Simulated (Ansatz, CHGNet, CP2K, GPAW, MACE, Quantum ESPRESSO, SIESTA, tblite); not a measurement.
# What went wrong? Quantum ESPRESSO on random packing of 73Na2S-27P2S5 (mol %) (61 atoms)

Program: Quantum ESPRESSO 7.5, a calculation on a cell of 22 Na, 31 S and 8 P, 20.7 Å³ an atom.

pw.in

```
&control
  calculation = 'scf'
  pseudo_dir = './pseudo'
  outdir = './tmp'
  disk_io = 'none'
  tprnfor = .true.
  tstress = .true.
/
&system
  ibrav = 0
  nat = 61
  ntyp = 3
  ecutwfc = 45
  ecutrho = 360
  nosym = .true.
  occupations = 'smearing'
  smearing = 'fd'
  degauss = 0.003675
/
&electrons
  conv_thr = 3.0e-07
  electron_maxstep = 50
  mixing_beta = 1.0
  mixing_mode = 'plain'
  diagonalization = 'david'
/
ATOMIC_SPECIES
Na 22.990 Na.upf
S 32.060 S.upf
P 30.974 P.upf
CELL_PARAMETERS angstrom
10.80850 0.00000 0.00000
0.00000 10.80850 0.00000
0.00000 0.00000 10.80850
ATOMIC_POSITIONS crystal
Na 0.95930 0.28527 0.65533
Na 0.76308 0.59293 0.20262
Na 0.21773 0.38055 0.00606
Na 0.22988 0.68762 0.70663
Na 0.53213 0.13971 0.63313
Na 0.22997 0.09252 0.52840
Na 0.28988 0.65901 0.99105
Na 0.46512 0.08672 0.35936
Na 0.44776 0.60181 0.30125
Na 0.89557 0.83867 0.41912
[... 47 atom lines left out ...]
P 0.11430 0.62361 0.36864
P 0.00206 0.41657 0.40605
P 0.57155 0.18289 0.91049
P 0.61077 0.68538 0.51260
K_POINTS gamma
```

The run is started by

```bash
$ OMP_NUM_THREADS=1 mpirun -np 4 pw.x -in pw.in > output.txt
```

Output:

```text
Program PWSCF
     gamma-point specific algorithms are used
     one sub-group per band group will be used
     scalapack distributed-memory algorithm (size of sub-group:  2*  2 procs)
     Parallelization info
     sticks:   dense  smooth     PW     G-vecs:    dense   smooth      PW
     Min        2985    1493    369               245610    87003   10874
     Max        2988    1496    372               245616    87008   10884
     Sum       11945    5981   1481               982451   348027   43507
     bravais-lattice index     =            0
     lattice parameter (alat)  =      20.4251  a.u.
     unit-cell volume          =    8521.0455 (a.u.)^3
     number of atoms/cell      =           61
     number of atomic types    =            3
     number of electrons       =       424.00
     number of Kohn-Sham states=          254
     kinetic-energy cutoff     =      45.0000  Ry
     charge density cutoff     =     360.0000  Ry
     scf convergence threshold =      3.0E-07
     mixing beta               =       1.0000
     number of iterations used =            8  plain     mixing
     Exchange-correlation= PBE
                           (   1   4   3   4   0   0   0)
     crystal axes: (cart. coord. in units of alat)
               a(1) = (   1.000000   0.000000   0.000000 )
               a(2) = (   0.000000   1.000000   0.000000 )
               a(3) = (   0.000000   0.000000   1.000000 )
     reciprocal axes: (cart. coord. in units 2 pi/alat)
               b(1) = (  1.000000  0.000000  0.000000 )
               b(2) = (  0.000000  1.000000  0.000000 )
               b(3) = (  0.000000  0.000000  1.000000 )
     PseudoPot. # 1 for Na:
     Pseudo is Ultrasoft, Zval =  9.0
     PseudoPot. # 2 for S :
     Pseudo is Ultrasoft + core correction, Zval =  6.0
     PseudoPot. # 3 for P :
     Pseudo is Ultrasoft + core correction, Zval =  5.0
     atomic species   valence    mass     pseudopotential
     Na                9.00    22.99000     Na( 1.00)
     S                 6.00    32.06000     S ( 1.00)
     P                 5.00    30.97400     P ( 1.00)
     No symmetry found
   Cartesian axes
     number of k points=     1  Fermi-Dirac smearing, width (Ry)=  0.0037
                       cart. coord. in units 2pi/alat
        k(    1) = (   0.0000000   0.0000000   0.0000000), wk =   2.0000000
     Dense  grid:   491226 G-vectors     FFT dimensions: ( 125, 125, 125)
     Smooth grid:   174014 G-vectors     FFT dimensions: (  90,  90,  90)
     Initial potential from superposition of free atoms
     starting charge     423.8592, renormalised to     424.0000
     Starting wfcs are  266 randomized atomic wfcs
     Self-consistent Calculation
     iteration #  1     ecut=    45.00 Ry     beta= 1.00
     total energy              =   -2952.27092905 Ry
     estimated scf accuracy    <       6.72524610 Ry
     iteration #  2     ecut=    45.00 Ry     beta= 1.00
     total energy              =   -2932.44588609 Ry
     estimated scf accuracy    <     280.70388393 Ry
     iteration #  3     ecut=    45.00 Ry     beta= 1.00
     total energy              =   -2953.96152483 Ry
     estimated scf accuracy    <      26.26736512 Ry
[...]
iteration # 49     ecut=    45.00 Ry     beta= 1.00
     total energy              =   -2957.23371936 Ry
     estimated scf accuracy    <       1.03201769 Ry
     iteration # 50     ecut=    45.00 Ry     beta= 1.00
     total energy              =   -2957.18572341 Ry
     estimated scf accuracy    <       1.88555701 Ry
     End of self-consistent calculation
     convergence NOT achieved after  50 iterations: stopping
     Message from routine punch:
     Nothing written, as per user request (disk_io='none')
```

Run time: 6 min. Hardware: 4 MPI ranks of Arm Neoverse V2, shared host; peak memory 2.5 GiB; 24 min of CPU time.

Banners, paths, timers and routine set-up lines are dropped from the logs unmarked, and long logs keep their key lines alone; longer cuts are marked.

Q: Name the fault.

Mixing far too strong: mixing weight 1.0. The sound run has mixing weight 0.4.

The run ended unconverged.

[Also dropped from logs without a mark: logging warnings of Python, and SIESTA's first energy breakdown and zero terms.]

[Logs are printed without paths, hosts, clocks, repeated set-up lines and the standing remarks that a program may print on its own settings, such as how far it seeks lower states.]

[Hosts, paths, dates, database ids (printed as entryN), source tags and the programs' standing remarks are cut or masked in the printed files.]
